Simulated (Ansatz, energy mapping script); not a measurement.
## Spin model of VSe in a distorted zinc-blende structure from collinear orders

How strongly do the moments of VSe in a distorted zinc-blende structure couple under PBE+U (0.64 eV)? The plan is to run several orders and fit a Heisenberg model.

Method: PBE with U = 0.64 eV on V d, ortho-atomic projectors; plane waves, U on orthogonalised atomic orbitals unless named otherwise, collinear spin, no spin–orbit coupling, in Ansatz 0.2.0.

Most raw output is cut from this account.

## (1) The structure

Symmetry: R3m, No. 160, trigonal system. The conventional cell has a = 4.189 Å, b = 4.189 Å, c = 9.684 Å, α = 90.00°, β = 90.00°, γ = 120.00°. V has 4 Se at 2.52 to 2.53 Å nearest. Se has 4 V at 2.52 to 2.53 Å nearest. zincblende prototype, lattice guessed from radii. Farther neighbours and most contacts between anions are not listed.

This cell was built for the study (zincblende prototype, lattice guessed from radii), not taken from an experiment; the compound need not form in this structure.

The cell was relaxed beforehand in Ansatz under PBEsol with U = 3.2 eV on V d, ortho-atomic projectors, from parallel moments.

A Hubbard U penalises fractional filling of the shell. It raises the cost of virtual hops to the neighbours, so couplings that rest on such hops usually weaken.

## (2) Which atoms carry moments

One run in the crystal's own cell, under PBE with U = 2.56 eV on V d, ortho-atomic projectors, shows which elements keep a moment. Transition or f elements with 0.3 μB or more enter the spin model; moments induced on other atoms do not.

File input.yaml:

```yaml
crystal:
  lattice:
    - [0.0, 2.961721555, 2.961721555]
    - [2.850924394, 0.110797161, 2.850924394]
    - [2.961721555, 2.961721555, 0.0]
  atoms:
    - { symbol: V, position: [0.994351903, 0.016944291, 0.994351903], spin: 2.0 }
    - { symbol: Se, position: [0.255648097, 0.233055709, 0.255648097] }
magnetization:
  spin_polarized: true
kpoints:
  mp_grid: { grid: [8, 8, 8] }
hamiltonian:
  xc: pbe
  hubbard:
    sites: [{ species: V, l: d, u_eff: 2.56 }]
    projectors: ortho-atomic
scf:
  occupations: { method: fermi_dirac, width: 0.05 }
output:
  eigenvalues: true
```

On the command line:

```
ansatz run input.yaml --threads 4 --pin off --max-ram 8192MiB --backend cpu --events-out ev --progress --plain --runs-dir out
```

It took 30 s on 4 threads of Arm Neoverse V1, shared host; peak memory 1 GiB.

Spin moment in the sphere by atom:

```csv
atom,spin moment in the sphere (μB)
V1,2.53
Se2,-0.14
```

The run ends ferromagnetic; V carries the moments.

## (3) A run to fix the orbital filling

A corrected shell can settle in several orbital fillings. One parallel run, with an occupation width a fifth wider than the orders use, therefore is to supply the occupation matrices. All orders start from them.

input.yaml, the sections that differ from step 2:

```yaml
kpoints:
  mp_grid: { grid: [12, 12, 12] }
hamiltonian:
  xc: pbe
  hubbard:
    sites: [{ species: V, l: d, u_eff: 0.64 }]
    projectors: ortho-atomic
scf:
  occupations: { method: fermi_dirac, width: 0.06 }
# crystal, magnetization, output: as in step 2
```

Wall time 15 s (4 threads); peak memory 0.68 GiB; 56 s of CPU time.

Numbers from this step:

```
final state                       : ferromagnetic
electrons in the corrected shells : 3.805 e
largest moment                    : 2.457 μB
```

## (4) Parallel start in cell A (4 atoms)

Each cell gets its own parallel run on the same mesh, so that most of the mesh error cancels in the differences.

File input.yaml:

```yaml
crystal:
  lattice:
    - [-0.110797161, -2.850924394, 2.850924394]
    - [0.0, -2.961721555, -2.961721555]
    - [5.812645949, 0.110797161, -0.110797161]
  atoms:
    - { symbol: V, position: [0.011296194, 0.0, 0.005648097], spin: 2.0 }
    - { symbol: V, position: [0.511296194, 0.5, 0.505648097], spin: 2.0 }
    - { symbol: Se, position: [0.488703806, 0.0, 0.744351903] }
    - { symbol: Se, position: [0.988703806, 0.5, 0.244351903] }
magnetization:
  spin_polarized: true
kpoints:
  mp_grid: { grid: [10, 9, 7] }
hamiltonian:
  xc: pbe
  hubbard:
    sites:
      - { species: V, l: d, u_eff: 0.64 }
      - { site: 0, l: d, u_eff: 0.64, starting_ns: [{ spin: up, occupation_matrix: v1_major }, { spin: down, occupation_matrix: v1_minor }] }
      - { site: 1, l: d, u_eff: 0.64, starting_ns: [{ spin: up, occupation_matrix: v1_major }, { spin: down, occupation_matrix: v1_minor }] }
    projectors: ortho-atomic
    occupation_matrices:
      v1_major:
        matrix:
          - [0.904, -0.01, 0.01, 0.0, 0.02]
          - [-0.01, 0.54, 0.025, -0.018, -0.025]
          - [0.01, 0.025, 0.54, -0.018, 0.025]
          - [0.0, -0.018, -0.018, 0.904, 0.0]
          - [0.02, -0.025, 0.025, 0.0, 0.54]
      v1_minor:
        matrix:
          - [0.039, 0.002, -0.002, 0.0, -0.005]
          - [0.002, 0.1, -0.003, 0.004, 0.003]
          - [-0.002, -0.003, 0.1, 0.004, -0.003]
          - [0.0, 0.004, 0.004, 0.039, 0.0]
          - [-0.005, 0.003, -0.003, 0.0, 0.1]
scf:
  occupations: { method: fermi_dirac, width: 0.05 }
output:
  eigenvalues: true
  write_density: true
  write_potential: true
  elf: true
  volumetric_format: npy
```

Elapsed: 1.9 min, on 4 threads; peak memory 1.9 GiB; 7.3 min of CPU time.

Spin moment in the sphere by atom:

```csv
atom,spin moment in the sphere (μB)
V1,2.46
V2,2.46
Se3,-0.11
Se4,-0.11
```

The run ends ferromagnetic.

Spin density in the ac plane at fractional y = 0.500, with atoms of V and Se within 0.2 Å of it.

Ten even steps from '0' (0.0 e/Å³) to '9' (2.9 e/Å³), each cell a mean:
```
00000000000000
00000000000000
00000000000000
00000000000000
00000000000000
00000000000000
00000001000000
00000013200000
00000147410000
00000279620000
00000157410000
00000023200000
00000011000000
00000000000000
00000000000000
00000000000000
00000000000000
00000000000000
00000000000000
00000000000000
```
Columns run along a (4.0 Å), rows up along c (5.8 Å). Atoms in or near the plane, at fractional coordinates: V at (0.51, 0.51), Se at (0.99, 0.24).

ELF in the ac plane at fractional y = 0.500, with atoms of V and Se within 0.2 Å of it. It is the smooth field of the valence electrons, not physical close to the nuclei.

Values, 20 rows by 14 columns, each cell a mean:
```
0.35 0.29 0.18 0.09 0.04 0.02 0.01 0.01 0.02 0.03 0.08 0.16 0.27 0.34
0.17 0.14 0.09 0.05 0.03 0.03 0.02 0.02 0.02 0.03 0.04 0.07 0.13 0.17
0.09 0.08 0.06 0.05 0.04 0.05 0.05 0.06 0.05 0.05 0.05 0.06 0.07 0.09
0.08 0.07 0.06 0.06 0.07 0.08 0.09 0.10 0.09 0.08 0.07 0.07 0.08 0.08
0.08 0.08 0.08 0.08 0.09 0.11 0.14 0.15 0.14 0.12 0.09 0.09 0.09 0.09
0.08 0.08 0.09 0.09 0.09 0.10 0.15 0.18 0.15 0.11 0.08 0.08 0.09 0.09
0.10 0.10 0.09 0.08 0.07 0.11 0.29 0.41 0.33 0.16 0.06 0.05 0.08 0.10
0.14 0.13 0.10 0.07 0.09 0.26 0.57 0.68 0.59 0.34 0.08 0.05 0.09 0.12
0.27 0.25 0.16 0.10 0.23 0.55 0.74 0.75 0.74 0.60 0.21 0.09 0.15 0.24
0.48 0.44 0.28 0.14 0.30 0.64 0.74 0.71 0.74 0.66 0.27 0.14 0.30 0.43
0.70 0.69 0.54 0.27 0.22 0.52 0.73 0.75 0.71 0.52 0.20 0.28 0.59 0.69
0.77 0.78 0.73 0.49 0.18 0.31 0.64 0.72 0.56 0.29 0.24 0.54 0.76 0.77
0.71 0.77 0.81 0.75 0.37 0.18 0.32 0.40 0.25 0.21 0.54 0.78 0.80 0.74
0.44 0.61 0.80 0.80 0.58 0.28 0.18 0.19 0.20 0.39 0.74 0.82 0.72 0.52
0.16 0.41 0.74 0.78 0.66 0.40 0.18 0.15 0.30 0.57 0.78 0.79 0.56 0.24
0.24 0.47 0.74 0.75 0.63 0.38 0.15 0.12 0.31 0.58 0.75 0.77 0.58 0.29
0.61 0.70 0.74 0.69 0.52 0.27 0.08 0.07 0.23 0.49 0.70 0.75 0.72 0.63
0.77 0.76 0.71 0.62 0.39 0.17 0.05 0.04 0.15 0.38 0.63 0.72 0.77 0.77
0.74 0.71 0.60 0.45 0.21 0.08 0.02 0.02 0.07 0.19 0.44 0.61 0.71 0.74
0.62 0.57 0.41 0.25 0.10 0.04 0.01 0.01 0.03 0.08 0.24 0.41 0.56 0.62
```
Columns run along a (4.0 Å), rows up along c (5.8 Å). Atoms in or near the plane, at fractional coordinates: V at (0.51, 0.51), Se at (0.99, 0.24).

## (5) Compensated +− start in cell A (4 atoms)

This order reverses 4 of the 6 neighbours at 4.03 Å, 4 of the 6 neighbours at 4.19 Å and 0 of the 6 neighbours at 5.82 Å, counted for an average magnetic atom.

Changes to input.yaml since step 4:

```diff
@@ -7,3 +7,3 @@
     - { symbol: V, position: [0.011296194, 0.0, 0.005648097], spin: 2.0 }
-    - { symbol: V, position: [0.511296194, 0.5, 0.505648097], spin: 2.0 }
+    - { symbol: V, position: [0.511296194, 0.5, 0.505648097], spin: -2.0 }
     - { symbol: Se, position: [0.488703806, 0.0, 0.744351903] }
@@ -20,3 +20,3 @@
       - { site: 0, l: d, u_eff: 0.64, starting_ns: [{ spin: up, occupation_matrix: v1_major }, { spin: down, occupation_matrix: v1_minor }] }
-      - { site: 1, l: d, u_eff: 0.64, starting_ns: [{ spin: up, occupation_matrix: v1_major }, { spin: down, occupation_matrix: v1_minor }] }
+      - { site: 1, l: d, u_eff: 0.64, starting_ns: [{ spin: up, occupation_matrix: v1_minor }, { spin: down, occupation_matrix: v1_major }] }
     projectors: ortho-atomic
```

Wall time 2.7 min (4 threads); peak memory 2 GiB.

Spin moment in the sphere by atom:

```csv
atom,spin moment in the sphere (μB)
V1,2.13
V2,-2.13
Se3,0.00
Se4,0.00
```

The run ends antiferromagnetic, 143.75 meV a magnetic atom above the parallel order of its cell, a difference that unlike orbital or electronic states can set, not exchange alone (energies taken at zero occupation width, not the printed F).

Spin density in the ac plane at fractional y = 0.500, with atoms of V and Se within 0.2 Å of it.

Ten even steps from '0' (-2.6 e/Å³) to '9' (0.0 e/Å³), each cell a mean:
```
99999999999999
99999999999999
99999999999999
99999999999999
99999999999999
99999999999999
99999998899999
99999986799999
99999852589999
99999720379999
99999842589999
99999975799999
99999988999999
99999999999999
99999999999999
99999999999999
99999999999999
99999999999999
99999999999999
99999999999999
```
Columns run along a (4.0 Å), rows up along c (5.8 Å). Atoms in or near the plane, at fractional coordinates: V at (0.51, 0.51), Se at (0.99, 0.24).

ELF in the ac plane at fractional y = 0.500, with atoms of V and Se within 0.2 Å of it. It is the smooth field of the valence electrons, not physical close to the nuclei.

Ten even steps from '_' (0.01) to '@' (0.82), each cell a mean:
```
==--::..______________..--==
::....__________________..::
....______________________..
....__________....______....
............................
........__....::....____....
......____..--++--..______..
......____::**%%##--______..
----..__::**%%@@%%##::__..::
++++--..--##@@%%@@##::..--++
%%%%**--::**%%@@%%**::--##%%
@@@@%%++..--##%%**--::**@@@@
%%@@@@@@==::--==::::**@@@@@@
++##@@@@##--::::::==@@@@%%**
..==@@@@##==....--**@@@@**::
::++%%@@##==....--**@@@@**--
##%%%%%%**--____::++%%@@%%##
@@@@%%##==..____..==##%%@@@@
@@%%##++::________::++##%%%%
##**==::____________::==**##
```
Columns run along a (4.0 Å), rows up along c (5.8 Å). Atoms in or near the plane, at fractional coordinates: V at (0.51, 0.51), Se at (0.99, 0.24).

## (6) The same order with other settings

The input is changed once more, to see how this run answers a poor choice.

Changes to input.yaml since step 5:

```diff
@@ -39,7 +39,5 @@
   occupations: { method: fermi_dirac, width: 0.05 }
+  max_iter: 75
 output:
   eigenvalues: true
-  write_density: true
-  write_potential: true
-  elf: true
-  volumetric_format: npy
+accuracy: 2.5
```

Elapsed: 0.02 s, on 4 threads; peak memory 0.024 GiB.

The input was rejected at the start.

The program's message: “Error: YAML parse error: error: line 43 column 1: unknown variant `2.5`, expected one of low, medium, high”

The change that led to it: accuracy = 2.5.

## (7) Order 3: parallel, cell B of 4 atoms

A new cell needs its own zero of energy.

This run holds the same structure in another cell (b 4.189 → 4.033 Å, c 5.815 → 7.166 Å, α 90.0 → 92.5°, β 93.1 → 105.0°, γ 90.0 → 117.4°).

File input.yaml:

```yaml
crystal:
  lattice:
    - [-2.850924394, -0.110797161, -2.850924394]
    - [2.850924394, -2.850924394, -0.110797161]
    - [-3.072518716, -2.850924394, 5.812645949]
  atoms:
    - { symbol: V, position: [0.994351903, 0.508472146, 0.502824048], spin: 2.0 }
    - { symbol: V, position: [0.994351903, 0.008472146, 0.002824049], spin: 2.0 }
    - { symbol: Se, position: [0.255648097, 0.616527854, 0.872175951] }
    - { symbol: Se, position: [0.255648097, 0.116527854, 0.372175952] }
magnetization:
  spin_polarized: true
kpoints:
  mp_grid: { grid: [12, 12, 12] }
hamiltonian:
  xc: pbe
  hubbard:
    sites:
      - { species: V, l: d, u_eff: 0.64 }
      - { site: 0, l: d, u_eff: 0.64, starting_ns: [{ spin: up, occupation_matrix: v1_major }, { spin: down, occupation_matrix: v1_minor }] }
      - { site: 1, l: d, u_eff: 0.64, starting_ns: [{ spin: up, occupation_matrix: v1_major }, { spin: down, occupation_matrix: v1_minor }] }
    projectors: ortho-atomic
    occupation_matrices:
      v1_major:
        matrix:
          - [0.904, -0.01, 0.01, 0.0, 0.02]
          - [-0.01, 0.54, 0.025, -0.018, -0.025]
          - [0.01, 0.025, 0.54, -0.018, 0.025]
          - [0.0, -0.018, -0.018, 0.904, 0.0]
          - [0.02, -0.025, 0.025, 0.0, 0.54]
      v1_minor:
        matrix:
          - [0.039, 0.002, -0.002, 0.0, -0.005]
          - [0.002, 0.1, -0.003, 0.004, 0.003]
          - [-0.002, -0.003, 0.1, 0.004, -0.003]
          - [0.0, 0.004, 0.004, 0.039, 0.0]
          - [-0.005, 0.003, -0.003, 0.0, 0.1]
scf:
  occupations: { method: fermi_dirac, width: 0.05 }
output:
  eigenvalues: true
```

Wall time 4.5 min (4 threads); peak memory 4.8 GiB.

The run ends ferromagnetic. For each magnetic atom its energy differs from the parallel run of the first cell by -0.36 meV, an error that one common reference would have brought in.

## (8) Compensated +− start in cell B (4 atoms)

This order reverses 2 of the 6 neighbours at 4.03 Å, 4 of the 6 neighbours at 4.19 Å and 6 of the 6 neighbours at 5.82 Å, counted for an average magnetic atom.

Changes to input.yaml since step 7:

```diff
@@ -7,3 +7,3 @@
     - { symbol: V, position: [0.994351903, 0.508472146, 0.502824048], spin: 2.0 }
-    - { symbol: V, position: [0.994351903, 0.008472146, 0.002824049], spin: 2.0 }
+    - { symbol: V, position: [0.994351903, 0.008472146, 0.002824049], spin: -2.0 }
     - { symbol: Se, position: [0.255648097, 0.616527854, 0.872175951] }
@@ -20,3 +20,3 @@
       - { site: 0, l: d, u_eff: 0.64, starting_ns: [{ spin: up, occupation_matrix: v1_major }, { spin: down, occupation_matrix: v1_minor }] }
-      - { site: 1, l: d, u_eff: 0.64, starting_ns: [{ spin: up, occupation_matrix: v1_major }, { spin: down, occupation_matrix: v1_minor }] }
+      - { site: 1, l: d, u_eff: 0.64, starting_ns: [{ spin: up, occupation_matrix: v1_minor }, { spin: down, occupation_matrix: v1_major }] }
     projectors: ortho-atomic
```

Run time: 4.9 min. Hardware: 4 threads; peak memory 4.9 GiB.

The run ends antiferromagnetic, 90.40 meV a magnetic atom above the parallel order of its cell, a difference that unlike orbital or electronic states can set, not exchange alone (energies taken at zero occupation width, not the printed F).

## (9) Parallel start in cell C (4 atoms)

The parallel order again, as the reference for this cell.

This run holds the same structure in another cell (a 4.033 → 4.189 Å, b 4.033 → 4.189 Å, c 7.166 → 6.894 Å, α 92.5 → 72.3°, β 105.0 → 72.3°, γ 117.4 → 60.0°).

File input.yaml:

```yaml
crystal:
  lattice:
    - [0.0, 2.961721555, 2.961721555]
    - [2.961721555, 2.961721555, 0.0]
    - [-2.740127233, 5.701848788, -2.740127233]
  atoms:
    - { symbol: V, position: [0.002824048, 0.002824048, 0.991527854], spin: 2.0 }
    - { symbol: V, position: [0.502824048, 0.502824048, 0.491527854], spin: 2.0 }
    - { symbol: Se, position: [0.372175952, 0.372175952, 0.883472146] }
    - { symbol: Se, position: [0.872175951, 0.872175951, 0.383472146] }
magnetization:
  spin_polarized: true
kpoints:
  mp_grid: { grid: [11, 11, 11] }
hamiltonian:
  xc: pbe
  hubbard:
    sites:
      - { species: V, l: d, u_eff: 0.64 }
      - { site: 0, l: d, u_eff: 0.64, starting_ns: [{ spin: up, occupation_matrix: v1_major }, { spin: down, occupation_matrix: v1_minor }] }
      - { site: 1, l: d, u_eff: 0.64, starting_ns: [{ spin: up, occupation_matrix: v1_major }, { spin: down, occupation_matrix: v1_minor }] }
    projectors: ortho-atomic
    occupation_matrices:
      v1_major:
        matrix:
          - [0.904, -0.01, 0.01, 0.0, 0.02]
          - [-0.01, 0.54, 0.025, -0.018, -0.025]
          - [0.01, 0.025, 0.54, -0.018, 0.025]
          - [0.0, -0.018, -0.018, 0.904, 0.0]
          - [0.02, -0.025, 0.025, 0.0, 0.54]
      v1_minor:
        matrix:
          - [0.039, 0.002, -0.002, 0.0, -0.005]
          - [0.002, 0.1, -0.003, 0.004, 0.003]
          - [-0.002, -0.003, 0.1, 0.004, -0.003]
          - [0.0, 0.004, 0.004, 0.039, 0.0]
          - [-0.005, 0.003, -0.003, 0.0, 0.1]
scf:
  occupations: { method: fermi_dirac, width: 0.05 }
output:
  eigenvalues: true
```

Elapsed: 1.8 min, on 4 threads; peak memory 2.2 GiB; 7.1 min of CPU time.

The run ends ferromagnetic. For each magnetic atom its energy differs from the parallel run of the first cell by 0.10 meV, an error that one common reference would have brought in.

(Continued in part 2 of 2.)

[Logs and program files are shortened in this print: banners, set-up blocks, solver, clock and traceback lines can be left out without a mark of their own.]

[Logs are printed without paths, hosts, clocks, repeated set-up lines and the standing remarks that a program may print on its own settings, such as how far it seeks lower states.]

[Hosts, paths, dates, database ids (printed as entryN), source tags and the programs' standing remarks are cut or masked in the printed files.]

[Where a cell is said to come from a database of computed structures, the database is the Materials Project.]
